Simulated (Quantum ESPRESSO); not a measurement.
# How the pseudopotential set moves the magnetism of CoO, part 2 of 2

Two starts of CoO are run at each rung of the pseudopotential set.

Quantum ESPRESSO 7.5; PBE; plane waves with GBRV 1.5 PBE potentials, no spin-orbit coupling (settings of the first rung).

So far, largest spin moment in the atom's sphere (μB): step 2 (rung 1, start ferro +, PBE GBRV, Quantum ESPRESSO) 2.54; step 3 (rung 1, start antiferro q=(0,0,1/2) +-, PBE GBRV, Quantum ESPRESSO) 2.40; step 4 (rung 2, start ferro +, PBE, Quantum ESPRESSO) 2.54; step 5 (rung 2, start antiferro q=(0,0,1/2) +-, PBE, Quantum ESPRESSO) 2.40; step 6 (rung 3, start ferro +, PBE SG15, Quantum ESPRESSO) 2.52.

## (7) Rung 3, start antiferro q=(0,0,1/2) +-

Level of this step: PBE; plane waves with SG15 PBE 1.2 potentials, no spin-orbit coupling (Quantum ESPRESSO).

Input file pw.py:

```python
from ase import Atoms
from ase.calculators.espresso import Espresso, EspressoProfile

atoms = Atoms(['Co', 'Co', 'O', 'O'],
    cell=[[0.0, 2.1315, 2.1315],
         [2.1315, 0.0, 2.1315],
         [4.263, 4.263, 0.0]],
    scaled_positions=[[0.0, 0.0, 0.0],
         [0.0, 0.0, 0.5],
         [0.5, 0.5, 0.25],
         [0.5, 0.5, 0.75]],
    pbc=True,
    magmoms=[3.0, -3.0, 0.0, 0.0])
input_data = {
    'control': {'calculation': 'scf', 'prefix': 'pwscf', 'outdir': './tmp', 'disk_io': 'nowf'},
    'system': {'ecutwfc': 70.0, 'nbnd': 32, 'occupations': 'smearing', 'smearing': 'fd', 'degauss': 0.00367493, 'nspin': 2},
    'electrons': {'conv_thr': 8e-09, 'electron_maxstep': 150, 'mixing_beta': 0.3},
}
atoms.calc = Espresso(
    profile=EspressoProfile(command='mpirun -n 2 pw.x -nk 2', pseudo_dir='pseudo'),
    pseudopotentials={'Co': 'Co_ONCV_PBE-1.2.upf', 'O': 'O_ONCV_PBE-1.2.upf'},
    input_data=input_data,
    kpts=(8, 8, 4),
    koffset=(0, 0, 0))
energy = atoms.get_potential_energy(force_consistent=True)
print(f'free energy: {energy:.6f} eV')
print('site moments (muB):', atoms.get_magnetic_moments().round(3))
```

Command:

```console
$ OMP_NUM_THREADS=1 python3 pw.py > pw.log
```

The log of the run:

```text
     [... lines left out ...]
free energy: -8242.432314 eV
site moments (muB): [ 2.394 -2.394 -0.    -0.   ]
--- espresso.pwo ---
Program PWSCF v.7.5 starts
     [... lines left out ...]
     number of atoms/cell      =            4
     [... lines left out ...]
     number of electrons       =        46.00
     number of Kohn-Sham states=           32
     kinetic-energy cutoff     =      70.0000  Ry
     charge density cutoff     =     280.0000  Ry
     scf convergence threshold =      8.0E-09
     [... lines left out ...]
     12 Sym. Ops., with inversion, found
     [... lines left out ...]
     number of k points=    35  Fermi-Dirac smearing, width (Ry)=  0.0037
     [... lines left out ...]
     iteration # 17     ecut=    70.00 Ry     beta= 0.30
     [... lines left out ...]
     Magnetic moment per site  (integrated on atomic sphere of radius R)
     atom   1 (R=0.292)  charge= 14.6431  magn=  2.3942
     atom   2 (R=0.292)  charge= 14.6431  magn= -2.3942
     atom   3 (R=0.292)  charge=  5.7614  magn= -0.0000
     atom   4 (R=0.292)  charge=  5.7614  magn= -0.0000
     [... lines left out ...]
     the Fermi energy is    14.6294 ev
!    total energy              =    -605.80765424 Ry
     estimated scf accuracy    <          1.2E-09 Ry
     smearing contrib. (-TS)   =      -0.00432129 Ry
     [... lines left out ...]
     total magnetization       =     0.00 Bohr mag/cell
     absolute magnetization    =     5.17 Bohr mag/cell
     convergence has been achieved in  17 iterations
```

It took 39 s on 2 MPI ranks of Intel Xeon 6975P-C (Granite Rapids), shared host; peak memory 0.33 GiB.

This step gave:

| Item | Value |
| --- | --- |
| magnetization | 0 μB |
| final state | antiferromagnetic |
| largest moment | 2.394 μB |

## (8) Rung 4, start ferro +

Input file pw.py:

```python
from ase import Atoms
from ase.calculators.espresso import Espresso, EspressoProfile

atoms = Atoms(['Co', 'O'],
    cell=[[0.0, 2.1315, 2.1315],
         [2.1315, 0.0, 2.1315],
         [2.1315, 2.1315, 0.0]],
    scaled_positions=[[0.0, 0.0, 0.0],
         [0.5, 0.5, 0.5]],
    pbc=True,
    magmoms=[3.0, 0.0])
input_data = {
    'control': {'calculation': 'scf', 'prefix': 'pwscf', 'outdir': './tmp', 'disk_io': 'nowf'},
    'system': {'ecutwfc': 70.0, 'nbnd': 20, 'occupations': 'smearing', 'smearing': 'fd', 'degauss': 0.00367493, 'nspin': 2},
    'electrons': {'conv_thr': 4e-09, 'electron_maxstep': 150, 'mixing_beta': 0.3},
}
atoms.calc = Espresso(
    profile=EspressoProfile(command='mpirun -n 2 pw.x -nk 2', pseudo_dir='pseudo'),
    pseudopotentials={'Co': '27_Co_17_1.6_2.2_pbe_n_v1.0.upf', 'O': '08_O_6_1.2_1.4_pbe_n_v1.0.upf'},
    input_data=input_data,
    kpts=(8, 8, 8),
    koffset=(0, 0, 0))
energy = atoms.get_potential_energy(force_consistent=True)
print(f'free energy: {energy:.6f} eV')
print('site moments (muB):', atoms.get_magnetic_moments().round(3))
```

Command:

```console
$ OMP_NUM_THREADS=1 python3 pw.py > pw.log
```

The log of the run:

```text
     [... lines left out ...]
free energy: -4303.076350 eV
site moments (muB): [2.5   0.344]
--- espresso.pwo ---
Program PWSCF v.7.5 starts
     [... lines left out ...]
     number of atoms/cell      =            2
     [... lines left out ...]
     number of electrons       =        23.00
     number of Kohn-Sham states=           20
     kinetic-energy cutoff     =      70.0000  Ry
     charge density cutoff     =     280.0000  Ry
     scf convergence threshold =      4.0E-09
     [... lines left out ...]
     48 Sym. Ops., with inversion, found
     [... lines left out ...]
     number of k points=    29  Fermi-Dirac smearing, width (Ry)=  0.0037
     [... lines left out ...]
     iteration # 12     ecut=    70.00 Ry     beta= 0.30
     [... lines left out ...]
     Magnetic moment per site  (integrated on atomic sphere of radius R)
     atom   1 (R=0.292)  charge= 14.6295  magn=  2.4996
     atom   2 (R=0.292)  charge=  5.7716  magn=  0.3438
     [... lines left out ...]
     the Fermi energy is    14.8325 ev
!    total energy              =    -316.27030596 Ry
     estimated scf accuracy    <          4.6E-10 Ry
     smearing contrib. (-TS)   =      -0.00255194 Ry
     [... lines left out ...]
     total magnetization       =     2.95 Bohr mag/cell
     absolute magnetization    =     2.97 Bohr mag/cell
     convergence has been achieved in  12 iterations
```

It took 7.4 s on 2 MPI ranks; peak memory 0.23 GiB.

Numbers from this step:

```
magnetization  : 2.954 μB
final state    : ferromagnetic
largest moment : 2.500 μB
```

## (9) Rung 4, start antiferro q=(0,0,1/2) +-

Input file pw.py:

```python
from ase import Atoms
from ase.calculators.espresso import Espresso, EspressoProfile

atoms = Atoms(['Co', 'Co', 'O', 'O'],
    cell=[[0.0, 2.1315, 2.1315],
         [2.1315, 0.0, 2.1315],
         [4.263, 4.263, 0.0]],
    scaled_positions=[[0.0, 0.0, 0.0],
         [0.0, 0.0, 0.5],
         [0.5, 0.5, 0.25],
         [0.5, 0.5, 0.75]],
    pbc=True,
    magmoms=[3.0, -3.0, 0.0, 0.0])
input_data = {
    'control': {'calculation': 'scf', 'prefix': 'pwscf', 'outdir': './tmp', 'disk_io': 'nowf'},
    'system': {'ecutwfc': 70.0, 'nbnd': 32, 'occupations': 'smearing', 'smearing': 'fd', 'degauss': 0.00367493, 'nspin': 2},
    'electrons': {'conv_thr': 8e-09, 'electron_maxstep': 150, 'mixing_beta': 0.3},
}
atoms.calc = Espresso(
    profile=EspressoProfile(command='mpirun -n 2 pw.x -nk 2', pseudo_dir='pseudo'),
    pseudopotentials={'Co': '27_Co_17_1.6_2.2_pbe_n_v1.0.upf', 'O': '08_O_6_1.2_1.4_pbe_n_v1.0.upf'},
    input_data=input_data,
    kpts=(8, 8, 4),
    koffset=(0, 0, 0))
energy = atoms.get_potential_energy(force_consistent=True)
print(f'free energy: {energy:.6f} eV')
print('site moments (muB):', atoms.get_magnetic_moments().round(3))
```

Command:

```console
$ OMP_NUM_THREADS=1 python3 pw.py > pw.log
```

The log of the run:

```text
     [... lines left out ...]
free energy: -8606.418760 eV
site moments (muB): [ 2.379 -2.379  0.     0.   ]
--- espresso.pwo ---
Program PWSCF v.7.5 starts
     [... lines left out ...]
     number of atoms/cell      =            4
     [... lines left out ...]
     number of electrons       =        46.00
     number of Kohn-Sham states=           32
     kinetic-energy cutoff     =      70.0000  Ry
     charge density cutoff     =     280.0000  Ry
     scf convergence threshold =      8.0E-09
     [... lines left out ...]
     12 Sym. Ops., with inversion, found
     [... lines left out ...]
     number of k points=    35  Fermi-Dirac smearing, width (Ry)=  0.0037
     [... lines left out ...]
     iteration # 16     ecut=    70.00 Ry     beta= 0.30
     [... lines left out ...]
     Magnetic moment per site  (integrated on atomic sphere of radius R)
     atom   1 (R=0.292)  charge= 14.6441  magn=  2.3792
     atom   2 (R=0.292)  charge= 14.6442  magn= -2.3791
     atom   3 (R=0.292)  charge=  5.7599  magn=  0.0000
     atom   4 (R=0.292)  charge=  5.7599  magn=  0.0000
     [... lines left out ...]
     the Fermi energy is    14.8108 ev
!    total energy              =    -632.56016693 Ry
     estimated scf accuracy    <          4.8E-09 Ry
     smearing contrib. (-TS)   =      -0.00467002 Ry
     [... lines left out ...]
     total magnetization       =     0.00 Bohr mag/cell
     absolute magnetization    =     5.13 Bohr mag/cell
     convergence has been achieved in  16 iterations
```

Run time: 35 s. Hardware: 2 MPI ranks; peak memory 0.33 GiB.

Numbers from this step:

```yaml
magnetization: 0 μB
final_state: antiferromagnetic
largest_moment: 2.379 μB
```

## (10) Rung 5, start ferro +

Input file pw.py:

```python
from ase import Atoms
from ase.calculators.espresso import Espresso, EspressoProfile

atoms = Atoms(['Co', 'O'],
    cell=[[0.0, 2.1315, 2.1315],
         [2.1315, 0.0, 2.1315],
         [2.1315, 2.1315, 0.0]],
    scaled_positions=[[0.0, 0.0, 0.0],
         [0.5, 0.5, 0.5]],
    pbc=True,
    magmoms=[3.0, 0.0])
input_data = {
    'control': {'calculation': 'scf', 'prefix': 'pwscf', 'outdir': './tmp', 'disk_io': 'nowf'},
    'system': {'ecutwfc': 96.0, 'nbnd': 20, 'occupations': 'smearing', 'smearing': 'fd', 'degauss': 0.00367493, 'nspin': 2},
    'electrons': {'conv_thr': 4e-09, 'electron_maxstep': 150, 'mixing_beta': 0.3},
}
atoms.calc = Espresso(
    profile=EspressoProfile(command='mpirun -n 2 pw.x -nk 2', pseudo_dir='pseudo'),
    pseudopotentials={'Co': 'Co.upf', 'O': 'O.upf'},
    input_data=input_data,
    kpts=(8, 8, 8),
    koffset=(0, 0, 0))
energy = atoms.get_potential_energy(force_consistent=True)
print(f'free energy: {energy:.6f} eV')
print('site moments (muB):', atoms.get_magnetic_moments().round(3))
```

Command:

```console
$ OMP_NUM_THREADS=1 python3 pw.py > pw.log
```

The log of the run:

```text
     [... lines left out ...]
free energy: -4613.239699 eV
site moments (muB): [2.531 0.345]
--- espresso.pwo ---
Program PWSCF v.7.5 starts
     [... lines left out ...]
     number of atoms/cell      =            2
     [... lines left out ...]
     number of electrons       =        23.00
     number of Kohn-Sham states=           20
     kinetic-energy cutoff     =      96.0000  Ry
     charge density cutoff     =     384.0000  Ry
     scf convergence threshold =      4.0E-09
     [... lines left out ...]
     48 Sym. Ops., with inversion, found
     [... lines left out ...]
     number of k points=    29  Fermi-Dirac smearing, width (Ry)=  0.0037
     [... lines left out ...]
     iteration # 12     ecut=    96.00 Ry     beta= 0.30
     [... lines left out ...]
     Magnetic moment per site  (integrated on atomic sphere of radius R)
     atom   1 (R=0.292)  charge= 14.6170  magn=  2.5307
     atom   2 (R=0.292)  charge=  5.7749  magn=  0.3454
     [... lines left out ...]
     the Fermi energy is    14.1310 ev
!    total energy              =    -339.06689359 Ry
     estimated scf accuracy    <          1.2E-09 Ry
     smearing contrib. (-TS)   =      -0.00243800 Ry
     [... lines left out ...]
     total magnetization       =     2.98 Bohr mag/cell
     absolute magnetization    =     3.00 Bohr mag/cell
     convergence has been achieved in  12 iterations
```

The job ended after 10 s (2 MPI ranks; peak memory 0.26 GiB; 19 s of CPU time).

Numbers from this step:

```
magnetization  : 2.982 μB
final state    : ferromagnetic
largest moment : 2.531 μB
```

## (11) Rung 5, start antiferro q=(0,0,1/2) +-

Input file pw.py:

```python
from ase import Atoms
from ase.calculators.espresso import Espresso, EspressoProfile

atoms = Atoms(['Co', 'Co', 'O', 'O'],
    cell=[[0.0, 2.1315, 2.1315],
         [2.1315, 0.0, 2.1315],
         [4.263, 4.263, 0.0]],
    scaled_positions=[[0.0, 0.0, 0.0],
         [0.0, 0.0, 0.5],
         [0.5, 0.5, 0.25],
         [0.5, 0.5, 0.75]],
    pbc=True,
    magmoms=[3.0, -3.0, 0.0, 0.0])
input_data = {
    'control': {'calculation': 'scf', 'prefix': 'pwscf', 'outdir': './tmp', 'disk_io': 'nowf'},
    'system': {'ecutwfc': 96.0, 'nbnd': 32, 'occupations': 'smearing', 'smearing': 'fd', 'degauss': 0.00367493, 'nspin': 2},
    'electrons': {'conv_thr': 8e-09, 'electron_maxstep': 150, 'mixing_beta': 0.3},
}
atoms.calc = Espresso(
    profile=EspressoProfile(command='mpirun -n 2 pw.x -nk 2', pseudo_dir='pseudo'),
    pseudopotentials={'Co': 'Co.upf', 'O': 'O.upf'},
    input_data=input_data,
    kpts=(8, 8, 4),
    koffset=(0, 0, 0))
energy = atoms.get_potential_energy(force_consistent=True)
print(f'free energy: {energy:.6f} eV')
print('site moments (muB):', atoms.get_magnetic_moments().round(3))
```

Command:

```console
$ OMP_NUM_THREADS=1 python3 pw.py > pw.log
```

The log of the run:

```text
     [... lines left out ...]
free energy: -9226.735198 eV
site moments (muB): [ 2.398 -2.398 -0.    -0.   ]
--- espresso.pwo ---
Program PWSCF v.7.5 starts
     [... lines left out ...]
     number of atoms/cell      =            4
     [... lines left out ...]
     number of electrons       =        46.00
     number of Kohn-Sham states=           32
     kinetic-energy cutoff     =      96.0000  Ry
     charge density cutoff     =     384.0000  Ry
     scf convergence threshold =      8.0E-09
     [... lines left out ...]
     12 Sym. Ops., with inversion, found
     [... lines left out ...]
     number of k points=    35  Fermi-Dirac smearing, width (Ry)=  0.0037
     [... lines left out ...]
     iteration # 15     ecut=    96.00 Ry     beta= 0.30
     [... lines left out ...]
     Magnetic moment per site  (integrated on atomic sphere of radius R)
     atom   1 (R=0.292)  charge= 14.6322  magn=  2.3981
     atom   2 (R=0.292)  charge= 14.6322  magn= -2.3981
     atom   3 (R=0.292)  charge=  5.7622  magn= -0.0000
     atom   4 (R=0.292)  charge=  5.7622  magn= -0.0000
     [... lines left out ...]
     the Fermi energy is    14.1137 ev
!    total energy              =    -678.15258817 Ry
     estimated scf accuracy    <          1.8E-09 Ry
     smearing contrib. (-TS)   =      -0.00455725 Ry
     [... lines left out ...]
     total magnetization       =    -0.00 Bohr mag/cell
     absolute magnetization    =     5.17 Bohr mag/cell
     convergence has been achieved in  15 iterations
```

The job ended after 50 s (2 MPI ranks; peak memory 0.42 GiB; 100 s of CPU time).

Read from the output:

```yaml
magnetization: 0 μB
final_state: antiferromagnetic
largest_moment: 2.398 μB
```

## (12) The rungs together

Ladder, by row:

```
rung                        potentials  cutoff (eV)  state from the first start  state from the second start  second less first (meV a seeded atom)  moment, first (μB)  moment, second (μB)  CPU time (s)
   1                      GBRV 1.5 PBE          544               ferromagnetic            antiferromagnetic                                 -129.6               2.543                2.402          50.1
   2           SSSP 1.3 efficiency PBE          748               ferromagnetic            antiferromagnetic                                 -133.1               2.541                2.401         98.66
   3                      SG15 PBE 1.2          952               ferromagnetic            antiferromagnetic                                 -128.5               2.522                2.394         91.93
   4                      SPMS 1.0 PBE          952               ferromagnetic            antiferromagnetic                                   -133                 2.5                2.379         82.62
   5  PseudoDojo 0.4.1 SR PBE standard         1306               ferromagnetic            antiferromagnetic                                 -127.9               2.531                2.398         118.7
```

## (13) Results

| Quantity | Value |
| --- | --- |
| range of the largest moment, first start | 2.50 to 2.54 μB; second start 2.38 to 2.40 μB |
| range of CPU time | 50 s to 2 min |
| range of the energy difference | -133 to -128 meV a seeded atom |

In words: For the first start the sets give moments from 2.50 to 2.54 μB and differences from -133 to -128 meV; norm-conserving files need about twice the cutoff of ultrasoft ones, and no set is the reference. No Hubbard term acts here. In such compounds local and semilocal functionals without one often delocalise the d electrons, and can shrink or lose moments and miss the size, sign and order of the couplings. The smearing term is large for its width, so states at the Fermi level are partly filled: at this level the cell is a metal or has a gap of a few widths at most.

[Long decimals in the printed logs are rounded to 6 places.]

[Logs and program files are shortened in this print: banners, set-up blocks, solver, clock and traceback lines can be left out without a mark of their own.]

[Logs are printed without paths, hosts, clocks, repeated set-up lines and the standing remarks that a program may print on its own settings, such as how far it seeks lower states.]

[Hosts, paths, dates, database ids (printed as entryN), source tags and the programs' standing remarks are cut or masked in the printed files.]

[Where the starting crystal was built by hand or by swapping elements, it need not be the compound's stable phase.]

[Where a cell is said to come from a database of computed structures, the database is the Materials Project.]

[Lattice constants that a cell's source calls measured were typed from memory.]
